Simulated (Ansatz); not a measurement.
# ZrOs (Pm-3m): Grüneisen parameters, part 2 of 2

Wanted: mode Grüneisen parameters of ZrOs (Pm-3m).

Ansatz 0.2.0; DFT PBEsol, scalar-relativistic, plane waves, PAW; PAW set soft_1.

So far, highest frequency on path, mesh or solved points (cm⁻¹): step 2 (the dispersion) 296; step 4 (phonons at the other volume, volume ratio 0.97) 306.

### 5. Relaxing at another volume, volume ratio 1.03

The volume is scaled by 1.03 and held; symmetry leaves nothing to relax, so this is a single point. The modes can then be followed against volume.

Contents of input.yaml:

```yaml
crystal:
  lattice:
    - [3.2793690723, 0.0, 0.0]
    - [0.0, 3.2793690723, 0.0]
    - [0.0, 0.0, 3.2793690723]
  atoms:
    - { symbol: Zr, position: [0.5, 0.5, 0.5] }
    - { symbol: Os, position: [0.0, 0.0, 0.0] }
kpoints:
  mp_grid: { grid: [16, 16, 16] }
hamiltonian:
  xc: pbesol
  pseudopotentials: { kind: paw, azcp: { folder: soft_1 }, xc_functional: pbe }
scf:
  occupations: { method: methfessel_paxton, width: 0.2 }
output:
  forces: true
  stress: true
  eigenvalues: true
```

Command:

```sh
> ansatz run input.yaml --threads 4 --pin off --max-ram 10240MiB --backend cpu --events-out ev --progress --plain --runs-dir out
```

Output:

```text
[...]
Crystal: 2 atoms, lattice volume = 35.267 Å³
Basis set: ecut = 420 eV, 739 PW (Γ), exchange–correlation on 48×48×48 points (8 copies of the dense FFT grid, shifted against one another)
Bands: 18, of which v1, the nominal top of the filled ones, is band 14 counted from 1 (13 counted from 0)
Symmetry: 48 space group operations
[...]
k-points: 165 of 4096
[...]
--- Band table (eV; the first three rows and the last of 165) ---
  k-point 0: bands = [... 10 lower, 14.2600, 17.8029, 17.8029, 17.8029, 21.4596, 21.4596, 24.4732, 24.4732]
  k-point 1: bands = [... 10 lower, 14.3273, 17.7924, 17.7924, 17.8293, 21.3492, 21.4972, 24.0945, 24.0945]
  k-point 2: bands = [... 10 lower, 14.5206, 17.7651, 17.7651, 17.9065, 21.0370, 21.5974, 23.3368, 23.3368]
  k-point 164: bands = [... 10 lower, 16.5044, 17.2468, 17.2468, 17.2468, 19.9356, 19.9356, 23.1327, 24.5339]
[key lines of the parts left out:]
SCF converged after 7 iterations
Free energy (F): -15382.016040 eV
Fermi energy:    19.276696 eV
P = ⅓ Tr σ = -6.2316 GPa (-62.316 kbar)
```

It took 2.4 s on 4 threads of Arm Neoverse N1, shared host; peak memory 0.39 GiB.

Numbers from this step:

```
pressure        : -6.232 GPa
volume per atom : 17.63 Å³
```

The run ends at a pressure of -6.23 GPa.

### 6. Phonons at the other volume, volume ratio 1.03

The phonons are repeated at this volume on the same meshes, so that differences come from the volume alone.

Edit input.yaml of step 5 so:

```diff
@@ -16,4 +16,11 @@
 output:
-  forces: true
-  stress: true
   eigenvalues: true
+phonons:
+  method: dfpt
+  qmesh: [4, 4, 4]
+  temperatures: { t_max: 1000, t_step: 50 }
+  qpath:
+    path:
+      - [[0.0, 0.0, 0.0], [0.0, 0.5, 0.0], [0.5, 0.5, 0.0], [0.0, 0.0, 0.0], [0.5, 0.5, 0.5], [0.0, 0.5, 0.0]]
+      - [[0.5, 0.5, 0.5], [0.5, 0.5, 0.0]]
+    npoints: 10
```

Output:

```text
[...]
Crystal: 2 atoms, lattice volume = 35.267 Å³
Basis set: ecut = 420 eV, 739 PW (Γ), exchange–correlation on 48×48×48 points (8 copies of the dense FFT grid, shifted against one another)
Bands: 18, of which v1, the nominal top of the filled ones, is band 14 counted from 1 (13 counted from 0)
Symmetry: 48 space group operations
k-points: 165 of 4096
[...]
k-point 164: bands = [... 10 lower, 16.5044, 17.2468, 17.2468, 17.2468, 19.9355, 19.9355, 23.1327, 24.5339, ... 4 higher]
[...]
ASR residual: 8.549e-5 → 0.000e0 eV/Å²; symmetrization residual: 1.661e-6 eV/Å²
  ASR residual per site (eV/Å²): 2.69e-5 8.55e-5
  Γ frequencies (cm⁻¹): 0.00 0.00 0.00 172.34 172.34 172.34
--- Phonons (arbitrary-q DFPT): 10 irreducible q on the 4×4×4 mesh ---
[...]
interpolated dispersion: 62 rows × 6 modes
[...]
[key lines of the parts left out:]
SCF converged after 9 iterations
Free energy (F): -15382.016040 eV
Fermi energy:    19.276672 eV
```

The job ended after 17 min (4 threads; peak memory 3.7 GiB).

This step gave:

* sum-rule residual before enforcement: 8.55e-5 eV/Å²
* highest frequency on path, mesh or solved points: 286.2 cm⁻¹
* mean frequency: 157.6 cm⁻¹
* Debye temperature (second moment): 307 K
* logarithmic mean frequency: 149.3 cm⁻¹
* highest optical mode at the zone centre (no LO-TO term): 172.3 cm⁻¹
* lowest optical zone-centre mode: 172.3 cm⁻¹
* lowest mode on the q mesh (acoustic modes at Γ apart): 64.73 cm⁻¹
* zero-point energy per atom: 29.32 meV
* heat capacity at 300 K: 23.69 J/(mol atoms K)
* vibrational entropy at 300 K: 33.91 J/(mol atoms K)

The highest optical mode at the zone centre (no LO-TO term) is 172.3 cm⁻¹, -13.3 cm⁻¹ against the base run.

### 7. Grüneisen parameters

The Grüneisen parameter of a mode is minus the logarithmic change of its frequency with volume, −d ln ω / d ln V; weighted by heat capacity it gives the expansion.

Numbers from this step:

| Property | Result |
| --- | --- |
| bulk modulus | 225.1 GPa |

The phonon branches at the labelled points (cm⁻¹):

| point | branch 1 | branch 2 | branch 3 | branch 4 | branch 5 | branch 6 |
| --- | --- | --- | --- | --- | --- | --- |
| Γ | 0 | 0 | 0 | 186 | 186 | 186 |
| halfway | 68 | 68 | 113 | 174 | 174 | 241 |
| X | 132 | 132 | 136 | 136 | 150 | 296 |
| halfway | 132 | 132 | 134 | 151 | 200 | 265 |
| M | 134 | 136 | 136 | 163 | 239 | 239 |
| halfway | 92 | 95 | 138 | 168 | 214 | 228 |
| Γ | 0 | 0 | 0 | 186 | 186 | 186 |
| halfway | 114 | 114 | 144 | 207 | 207 | 220 |
| R | 158 | 158 | 158 | 232 | 232 | 232 |
| halfway | 135 | 135 | 144 | 190 | 208 | 247 |
| X | 132 | 132 | 136 | 136 | 150 | 296 |
| jump to R | 158 | 158 | 158 | 232 | 232 | 232 |
| halfway | 144 | 144 | 150 | 198 | 237 | 237 |
| M | 134 | 136 | 136 | 163 | 239 | 239 |

The same for volume x 0.97:

| point | branch 1 | branch 2 | branch 3 | branch 4 | branch 5 | branch 6 |
| --- | --- | --- | --- | --- | --- | --- |
| Γ | 0 | 0 | 0 | 199 | 199 | 199 |
| X | 139 | 139 | 144 | 144 | 157 | 306 |
| M | 141 | 141 | 141 | 173 | 254 | 254 |
| Γ | 0 | 0 | 0 | 199 | 199 | 199 |
| R | 167 | 167 | 167 | 243 | 243 | 243 |
| X | 139 | 139 | 144 | 144 | 157 | 306 |
| R | 167 | 167 | 167 | 243 | 243 | 243 |
| M | 141 | 141 | 141 | 173 | 254 | 254 |

The same for volume x 1.03:

| point | branch 1 | branch 2 | branch 3 | branch 4 | branch 5 | branch 6 |
| --- | --- | --- | --- | --- | --- | --- |
| Γ | 0 | 0 | 0 | 172 | 172 | 172 |
| X | 125 | 125 | 128 | 128 | 143 | 286 |
| M | 127 | 131 | 131 | 153 | 225 | 225 |
| Γ | 0 | 0 | 0 | 172 | 172 | 172 |
| R | 150 | 150 | 150 | 221 | 221 | 221 |
| X | 125 | 125 | 128 | 128 | 143 | 286 |
| R | 150 | 150 | 150 | 221 | 221 | 221 |
| M | 127 | 131 | 131 | 153 | 225 | 225 |

The first set of phonon branches as a text plot (rows in cm⁻¹):

```
    300 |       **                                       *
    287 |      *  *                                    **
    274 |     *    *                                  *
    262 |    *      *                                *
    249 |            **                             *
    236 |   *         *******               ********      *******
    223 |            *    *****         *****    ***       *
    211 |  *        *        ***     ******       * *       *
    198 | *                    **   ****           * *       *
    185 |***       *            *****               * *
    172 |   **    *          ***                     * *      **
    159 |     *  *  *********                *****    * * ***   *
    147 |      ** **     ****           *****    ****  * * ****
    134 |     * **********   *         * **        *******    ***
    121 |    * *         **   *      **
    108 |   *              **           *
     96 |     *              * *       *
     83 |    *                *     *
     70 |  **                 * *    **
     57 | *                    *
     45 |  *                    *  **
     32 |*                      **
     19 | *                      * *
      6 |*                        *
         Γ      X      M          Γ            R        X|R     M
```

Mode Grueneisen parameter -dln(w)/dln(V), modes matched by rank; at Γ the acoustic branches take the value of a neighbouring point of the path. Mode grüneisen parameters along the path, in :

| point | branch 1 | branch 2 | branch 3 | branch 4 | branch 5 | branch 6 |
| --- | --- | --- | --- | --- | --- | --- |
| Γ | 1.59 | 1.59 | 1.38 | 2.42 | 2.42 | 2.42 |
| halfway | 1.62 | 1.62 | 1.65 | 2.32 | 2.32 | 1.34 |
| X | 1.73 | 1.73 | 2.04 | 2.04 | 1.58 | 1.13 |
| halfway | 1.56 | 1.57 | 1.30 | 2.08 | 2.10 | 1.48 |
| M | 1.75 | 1.24 | 1.31 | 2.09 | 1.97 | 1.97 |
| halfway | 0.92 | 1.65 | 1.71 | 2.22 | 2.16 | 1.15 |
| Γ | 1.68 | 0.24 | 1.76 | 2.42 | 2.42 | 2.42 |
| halfway | 1.31 | 1.31 | 1.62 | 2.00 | 2.00 | 1.45 |
| R | 1.70 | 1.70 | 1.70 | 1.55 | 1.55 | 1.55 |
| halfway | 1.33 | 1.38 | 1.71 | 1.54 | 2.07 | 1.65 |
| X | 1.73 | 1.73 | 2.04 | 2.04 | 1.58 | 1.13 |
| jump to R | 1.70 | 1.70 | 1.70 | 1.55 | 1.55 | 1.55 |
| halfway | 1.44 | 1.44 | 1.69 | 1.68 | 1.79 | 1.79 |
| M | 1.75 | 1.24 | 1.31 | 2.09 | 1.97 | 1.97 |

The mode Grüneisen parameters as a text plot (rows in , shown from 0.6 to 2.4 only):

```
   2.38 |***                   *****
   2.31 |*  *                 **    *
   2.23 |    *               **  *   **               *
   2.15 |     *   **       ***     *   *             * *
   2.08 | *       ***********                       *           *
   2.00 |      ***   *****              *               **     *
   1.93 |               *          ****            *    *     ***
   1.85 |             *        **        **            *      *
   1.78 |  *   * *   * * **   * ***    *   *      *   *      **
   1.70 |       ***   *    ***   ** *    ************* *******
   1.62 |*******   ***       * **       *   **   *  **  *  **  **
   1.55 |       *   *   * ***               ***********  ***
   1.47 |  *        *   *     **        ****      **        **
   1.40 |**          *    *              **         ***        **
   1.32 |   *      ***** *           ** *          **  *      *
   1.25 |    *    **   *** **          *             ***       **
   1.17 |     *  *        *  **        *                *
   1.09 |      **          **                            *
   1.02 |
   0.94 |                    *       **
   0.87 |                     *
   0.79 |                           *
   0.72 |
   0.64 |                          *
         Γ      X      M          Γ            R        X|R     M
```

(dS/dlnV)/C_V. Thermodynamic Grueneisen parameter against temperature:

| temperature (K) | thermodynamic Grueneisen parameter |
| --- | --- |
| 50 | 1.55 |
| 100 | 1.63 |
| 150 | 1.64 |
| 200 | 1.65 |
| 250 | 1.65 |
| 300 | 1.65 |
| 350 | 1.65 |
| 400 | 1.65 |
| 450 | 1.65 |
| 500 | 1.66 |
| 550 | 1.66 |
| 600 | 1.66 |
| 650 | 1.66 |
| 700 | 1.66 |
| 750 | 1.66 |
| 800 | 1.66 |
| 850 | 1.66 |
| 900 | 1.66 |
| 950 | 1.66 |
| 1000 | 1.66 |

Gamma C_V/(B V) at the static volume. The volume expansion by temperature:

| temperature (K) | volume expansion (1e-6/K) |
| --- | --- |
| 50 | 4.17 |
| 100 | 11.1 |
| 150 | 14.2 |
| 200 | 15.6 |
| 250 | 16.4 |
| 300 | 16.8 |
| 350 | 17.0 |
| 400 | 17.2 |
| 450 | 17.3 |
| 500 | 17.4 |
| 550 | 17.5 |
| 600 | 17.5 |
| 650 | 17.6 |
| 700 | 17.6 |
| 750 | 17.6 |
| 800 | 17.6 |
| 850 | 17.7 |
| 900 | 17.7 |
| 950 | 17.7 |
| 1000 | 17.7 |

### 8. Results

| Item | Value |
| --- | --- |
| bulk modulus | 225 GPa |
| thermodynamic Grüneisen parameter at 300 K | 1.653 |
| volume expansion at 300 K, estimated | 16.79 × 10⁻⁶ K⁻¹ |

By this estimate the volume grows by 16.8 × 10⁻⁶ per kelvin at 300 K. The highest optical mode at Γ goes from 199 to 172 cm⁻¹ as the cell grows, a Grüneisen parameter of 2.42. Mode parameters on the path run from 0.24 to 2.4, with a median of 1.7. Branches are matched by rank, so values near crossings are rough. The expansion is the Grüneisen estimate at the static volume, with the static bulk modulus. With no gap, or one that is small against the smearing, the frequencies hang on the k mesh and the smearing, most of all near Kohn anomalies. Spin-orbit coupling is left out, which can matter for the heavy elements here. The PAW files were made for PBE and serve the other functionals too.

[Long decimals in the printed logs are rounded to 6 places.]

[Logs are printed without paths, hosts, clocks, repeated set-up lines and the standing remarks that a program may print on its own settings, such as how far it seeks lower states.]

[Hosts, paths, dates, database ids (printed as entryN), source tags and the programs' standing remarks are cut or masked in the printed files.]

[Where the starting crystal was built by hand or by swapping elements, it need not be the compound's stable phase.]
